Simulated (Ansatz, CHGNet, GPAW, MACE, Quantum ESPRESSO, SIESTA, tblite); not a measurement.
**Quantum ESPRESSO on random packing of 71HfO2-29Hf3N4 (mol %) (71 atoms): settings against a plane-wave reference**

Wanted: Quantum ESPRESSO inputs and outputs for random packing of 71HfO2-29Hf3N4 (mol %) (71 atoms), checked against a plane-wave reference.

Program: Quantum ESPRESSO 7.5. Level of theory: the method is named at each step. Results are calculated unless marked as measured.

## 1. The starting structure

The cell holds 71 atoms: 27 Hf, 24 O and 20 N. Cell: a = 9.912 Å, b = 9.912 Å, c = 9.912 Å, α = 90.0°, β = 90.0°, γ = 90.0°. 71 atoms (27 Hf, 24 O, 20 N) packed at random in a cube at 9.35 g/cm³ and pushed apart as soft spheres, cations and anions kept from their own kind; a start for melting by ab initio MD, not an equilibrated structure. Then every atom was moved at random, 0.02 Å r.m.s. a Cartesian component.

The yardstick, on the same geometry:

| Property | Result |
| --- | --- |
| method | Kohn-Sham DFT, PBE, PAW, plane waves (Ansatz 0.2.0); cutoff 420 eV, Γ point, fermi-dirac smearing of 0.05 eV; PAW set soft_2 |
| r.m.s. force component | 2.336 eV/Å |
| longest force | 8.89 eV/Å |
| pressure | -12.6 GPa |
| SCF cycles | 12 |
| time | 30 s on 4 threads of Arm Neoverse V1, shared host |
| CPU time | 1.9 min |

## 2. PBE, sssp-1.3.0-efficiency, 60/480 Ry

Method: Kohn-Sham DFT, PBE, SSSP efficiency 1.3.0 pseudopotentials, plane waves.

pw.in reads:

```
&control
  calculation = 'scf'
  pseudo_dir = './pseudo'
  outdir = './tmp'
  disk_io = 'none'
  tprnfor = .true.
  tstress = .true.
/
&system
  ibrav = 0
  nat = 71
  ntyp = 3
  ecutwfc = 60
  ecutrho = 480
  nosym = .true.
  occupations = 'smearing'
  smearing = 'fd'
  degauss = 0.003675
/
&electrons
  conv_thr = 3.5e-07
  electron_maxstep = 100
  mixing_beta = 0.4
  mixing_mode = 'plain'
  diagonalization = 'david'
/
ATOMIC_SPECIES
Hf 178.490 Hf.upf
O 15.999 O.upf
N 14.007 N.upf
CELL_PARAMETERS angstrom
9.91160 0.00000 0.00000
0.00000 9.91160 0.00000
0.00000 0.00000 9.91160
ATOMIC_POSITIONS crystal
Hf 0.40314 0.28470 0.31273
Hf 0.32105 0.97520 0.08158
Hf 0.33845 0.04108 0.73061
Hf 0.58249 0.64261 0.72159
Hf 0.82142 0.77241 0.10612
Hf 0.33026 0.56999 0.78234
Hf 0.88899 0.72500 0.68804
Hf 0.90845 0.29089 0.33127
Hf 0.49747 0.00422 0.49102
Hf 0.76189 0.24676 0.65189
Hf 0.92491 0.99186 0.73945
Hf 0.50916 0.58053 0.25299
Hf 0.34522 0.76775 0.35892
Hf 0.65761 0.35547 0.25739
Hf 0.12875 0.14074 0.86321
Hf 0.27429 0.24306 0.07732
Hf 0.61219 0.89558 0.99004
Hf 0.54491 0.03423 0.22458
Hf 0.29104 0.23691 0.55011
Hf 0.23768 0.74826 0.96213
Hf 0.59761 0.32754 0.85141
Hf 0.31371 0.79453 0.63197
Hf 0.83829 0.34491 0.05425
Hf 0.79634 0.48774 0.77746
Hf 0.03534 0.60530 0.07759
Hf 0.93005 0.02652 0.32936
Hf 0.09677 0.82756 0.43479
O 0.79033 0.11283 0.14117
O 0.09265 0.34346 0.48200
O 0.87043 0.97435 0.98339
O 0.84073 0.54438 0.20151
O 0.42039 0.55675 0.54761
O 0.86536 0.87546 0.49946
O 0.73010 0.05916 0.50542
O 0.19608 0.62329 0.50124
O 0.07491 0.36998 0.07669
O 0.61222 0.25124 0.46542
O 0.82047 0.49366 0.42727
O 0.37404 0.24358 0.85817
O 0.65983 0.64529 0.42794
O 0.98494 0.30398 0.71693
O 0.55408 0.14002 0.69781
O 0.18975 0.01182 0.55075
O 0.43164 0.37842 0.68393
O 0.15905 0.75115 0.21905
O 0.66307 0.12678 0.96054
O 0.09057 0.95358 0.02040
O 0.11300 0.67281 0.75976
O 0.33134 0.00611 0.32176
O 0.70283 0.68790 0.92009
O 0.96416 0.75940 0.90931
N 0.05433 0.50762 0.29924
N 0.51307 0.24003 0.10135
N 0.87503 0.18239 0.88123
N 0.11118 0.15644 0.23146
N 0.64374 0.48862 0.02218
[... 11 atom lines left out ...]
N 0.02008 0.47648 0.87164
N 0.99808 0.53367 0.57582
N 0.95374 0.14076 0.54848
N 0.69317 0.88721 0.34962
K_POINTS gamma
```

Run with:

```
OMP_NUM_THREADS=1 mpirun -np 4 pw.x -in pw.in > output.txt
```

The log of the run:

```text
Program PWSCF
     gamma-point specific algorithms are used
     one sub-group per band group will be used
     scalapack distributed-memory algorithm (size of sub-group:  2*  2 procs)
     Parallelization info
     sticks:   dense  smooth     PW     G-vecs:    dense   smooth      PW
     Min        3356    1677    420               291711   103104   12906
     Max        3361    1682    422               291712   103106   12908
     Sum       13429    6721   1685              1166847   412421   51627
     bravais-lattice index     =            0
     lattice parameter (alat)  =      18.7302  a.u.
     unit-cell volume          =    6570.9461 (a.u.)^3
     number of atoms/cell      =           71
     number of atomic types    =            3
     number of electrons       =       568.00
     number of Kohn-Sham states=          341
     kinetic-energy cutoff     =      60.0000  Ry
     charge density cutoff     =     480.0000  Ry
     scf convergence threshold =      3.5E-07
     mixing beta               =       0.4000
     number of iterations used =            8  plain     mixing
     Exchange-correlation= PBE
                           (   1   4   3   4   0   0   0)
     crystal axes: (cart. coord. in units of alat)
               a(1) = (   1.000000   0.000000   0.000000 )
               a(2) = (   0.000000   1.000000   0.000000 )
               a(3) = (   0.000000   0.000000   1.000000 )
     reciprocal axes: (cart. coord. in units 2 pi/alat)
               b(1) = (  1.000000  0.000000  0.000000 )
               b(2) = (  0.000000  1.000000  0.000000 )
               b(3) = (  0.000000  0.000000  1.000000 )
     PseudoPot. # 1 for Hf:
     Pseudo is Norm-conserving + core correction, Zval = 12.0
     PseudoPot. # 2 for O :
     Pseudo is Projector augmented-wave + core cor, Zval =  6.0
     PseudoPot. # 3 for N :
     Pseudo is Ultrasoft + core correction, Zval =  5.0
     atomic species   valence    mass     pseudopotential
     Hf               12.00   178.49000     Hf( 1.00)
     O                 6.00    15.99900     O ( 1.00)
     N                 5.00    14.00700     N ( 1.00)
     No symmetry found
   Cartesian axes
     number of k points=     1  Fermi-Dirac smearing, width (Ry)=  0.0037
                       cart. coord. in units 2pi/alat
        k(    1) = (   0.0000000   0.0000000   0.0000000), wk =   2.0000000
     Dense  grid:   583424 G-vectors     FFT dimensions: ( 135, 135, 135)
     Smooth grid:   206211 G-vectors     FFT dimensions: (  96,  96,  96)
     Initial potential from superposition of free atoms
     starting charge     567.9498, renormalised to     568.0000
     Starting wfcs are  446 randomized atomic wfcs
     Self-consistent Calculation
     iteration #  1     ecut=    60.00 Ry     beta= 0.40
     total energy              =   -4429.68228150 Ry
     estimated scf accuracy    <      35.42131041 Ry
     iteration #  2     ecut=    60.00 Ry     beta= 0.40
     total energy              =   -4417.85785665 Ry
     estimated scf accuracy    <     385.39383825 Ry
     iteration #  3     ecut=    60.00 Ry     beta= 0.40
     total energy              =   -4436.09089747 Ry
     estimated scf accuracy    <     150.33837992 Ry
     iteration #  4     ecut=    60.00 Ry     beta= 0.40
     total energy              =   -4444.48511194 Ry
     estimated scf accuracy    <      10.08164606 Ry
     iteration #  5     ecut=    60.00 Ry     beta= 0.40
     total energy              =   -4445.39355101 Ry
     estimated scf accuracy    <       2.02518760 Ry
     iteration #  6     ecut=    60.00 Ry     beta= 0.40
     total energy              =   -4445.69115008 Ry
     estimated scf accuracy    <       3.35809620 Ry
[...]
c_bands:  2 eigenvalues not converged
[...]
total energy              =   -4445.80113654 Ry
[...]
iteration # 44     ecut=    60.00 Ry     beta= 0.40
     total energy              =   -4445.80113664 Ry
     estimated scf accuracy    <       0.00000099 Ry
     iteration # 45     ecut=    60.00 Ry     beta= 0.40
     total energy              =   -4445.80113667 Ry
     estimated scf accuracy    <       0.00000042 Ry
     iteration # 46     ecut=    60.00 Ry     beta= 0.40
     End of self-consistent calculation
          k = 0.0000 0.0000 0.0000 ( 25814 PWs)   bands (ev):
   -51.9128 -51.8348 -51.8057 -51.8030 -51.7879 -51.7309 -51.7025 -51.6207
   -51.6203 -51.5940 -51.5280 -51.5070 -51.4578 -51.4547 -51.4276 -51.4013
   -51.3529 -51.3362 -51.3043 -51.2981 -51.1643 -51.0904 -51.0744 -51.0185
   -50.8941 -50.8891 -50.7424 -21.1455 -20.9751 -20.9577 -20.9323 -20.9104
   -20.8845 -20.8159 -20.7470 -20.7135 -20.6718 -20.6468 -20.6080 -20.5843
   -20.5668 -20.5261 -20.5142 -20.4728 -20.4611 -20.4504 -20.4279 -20.4038
[...]
12.1593  12.2085  12.2671  12.3703  12.3876  12.4306  12.5127  12.5244
    12.6224  12.6277  12.7212  12.8007  12.8597  12.8774  12.9621  13.0465
    13.0798  13.1009  13.2379  13.2414  13.2905  13.3484  13.4335  13.4389
    13.5593  13.6111  13.6610  13.7613  13.7711
     the Fermi energy is    10.9882 ev
!    total energy              =   -4445.80113647 Ry
     estimated scf accuracy    <       0.00000027 Ry
     smearing contrib. (-TS)   =      -0.02876835 Ry
     internal energy E=F+TS    =   -4445.77236812 Ry
     The total energy is F=E-TS. E is the sum of the following terms:
     one-electron contribution =    -809.42049966 Ry
     hartree contribution      =     667.92853052 Ry
     xc contribution           =   -1047.24525214 Ry
     ewald contribution        =   -3028.07156354 Ry
     one-center paw contrib.   =    -228.96358329 Ry
     convergence has been achieved in  46 iterations
     Forces acting on atoms (cartesian axes, Ry/au):
     atom    1 type  1   force =    -0.00885989    0.08685319    0.03262139
     atom    2 type  1   force =    -0.14636472   -0.07997637    0.05608329
     atom    3 type  1   force =     0.12356888    0.00117436    0.13049373
     atom    4 type  1   force =     0.03760623    0.11181878   -0.08997993
     atom    5 type  1   force =     0.02900701    0.00464850    0.01919346
     atom    6 type  1   force =    -0.13582386   -0.29934556   -0.04873948
[...]
atom   69 type  3   force =    -0.09003574    0.07690117    0.03198766
     atom   70 type  3   force =    -0.07939440    0.01814127   -0.02962349
     atom   71 type  3   force =    -0.08357004    0.06267859   -0.08631739
     Total force =     1.325745     Total SCF correction =     0.002199
     Computing stress (Cartesian axis) and pressure
          total   stress  (Ry/bohr**3)                   (kbar)     P=     -128.96
  -0.00089185  -0.00020607  -0.00035688         -131.20      -30.31      -52.50
  -0.00020607  -0.00062736   0.00008351          -30.31      -92.29       12.29
  -0.00035688   0.00008351  -0.00111084          -52.50       12.29     -163.41
     Message from routine punch:
     Nothing written, as per user request (disk_io='none')
```

Run time: 7.6 min. Hardware: 4 MPI ranks of Arm Neoverse V1, shared host; peak memory 2.5 GiB.

Banners, paths, timers and routine set-up lines are dropped from the logs unmarked, and long logs keep their key lines alone; longer cuts are marked.

Numbers from this run, and their distance from the reference:

```
r.m.s. force component                  : 2.336 eV/Å
r.m.s. difference of force components   : 12.91 meV/Å
longest difference of force vectors     : 63.34 meV/Å
force difference over r.m.s. force      : 0.5527 %
slope of forces against the reference's : 0.9999
correlation of force components         : 1
pressure                                : -12.9 GPa
pressure difference                     : -0.2998 GPa
```

Length of the force difference by element (eV/Å):

```tsv
element	atoms	mean	most
Hf	27	0.026	0.063
N	20	0.018	0.037
O	24	0.015	0.032
```

The surroundings of Hf21, which bears the longest force, nearest first, numbered as they follow in the input and with coordinates relative to it.

```tsv
atom	x	y	z	distance (Å)	bonds	Fx	Fy	Fz (eV/Å)
Hf21	0.00	0.00	0.00	0.00	6	-7.42	-3.03	3.86
O46	0.65	-1.99	1.08	2.36	2	-1.59	0.77	-1.39
O39	-2.22	-0.83	0.07	2.37	4	-1.28	-2.14	1.96
N56	0.46	1.60	1.69	2.37	5	1.51	-4.53	-0.02
O44	-1.65	0.50	-1.66	2.39	3	0.36	0.49	1.08
O42	-0.43	-1.86	-1.52	2.44	4	0.12	-0.13	-0.36
Hf24	1.97	1.59	-0.73	2.63	6	5.66	0.75	1.65
Hf10	1.63	-0.80	-1.98	2.68	7	0.99	-4.93	-5.84
N53	-0.84	-0.87	2.48	2.76	5	-1.51	-0.30	3.77
```

Forces lie 0.55 % from the reference's, at 16 times its CPU time.

## 3. What came out

```json
{
 "force difference from the reference": "QE PBE, sssp-1.3.0-efficiency, 60/480 Ry, 0.55 %",
 "its CPU time": "30 min"
}
```

In words: PBE on plane waves or a grid with other potentials, cutoffs or grids differs from the reference by 0.55 % (QE PBE, sssp-1.3.0-efficiency, 60/480 Ry) of the r.m.s. force; this holds the reference's own error, so differences of a few per cent don't tell which side is nearer the exact PBE result (QE's 60 Ry are 816 eV, against the reference's 420 eV). The potentials hold different valence shells: 946 electrons in the reference, 568 in Quantum ESPRESSO with SSSP; this bears on time and differences. The reference's stress is far from hydrostatic: its diagonal is -12.8, -9.0, -16.0 GPa, compression counted positive. The reference's pressure of -13 GPa belongs to a cell and atoms that aren't relaxed at this level. The electronic-structure runs sample only Γ, in a cell whose shortest periodic width is 10 Å, which is coarse for a cell with partly filled levels. Spin–orbit coupling is left out, which matters for the levels of the heavy elements.

[Also dropped from logs without a mark: logging warnings of Python, and SIESTA's first energy breakdown and zero terms.]

[Logs are printed without paths, hosts, clocks, repeated set-up lines and the standing remarks that a program may print on its own settings, such as how far it seeks lower states.]

[Hosts, paths, dates, database ids (printed as entryN), source tags and the programs' standing remarks are cut or masked in the printed files.]
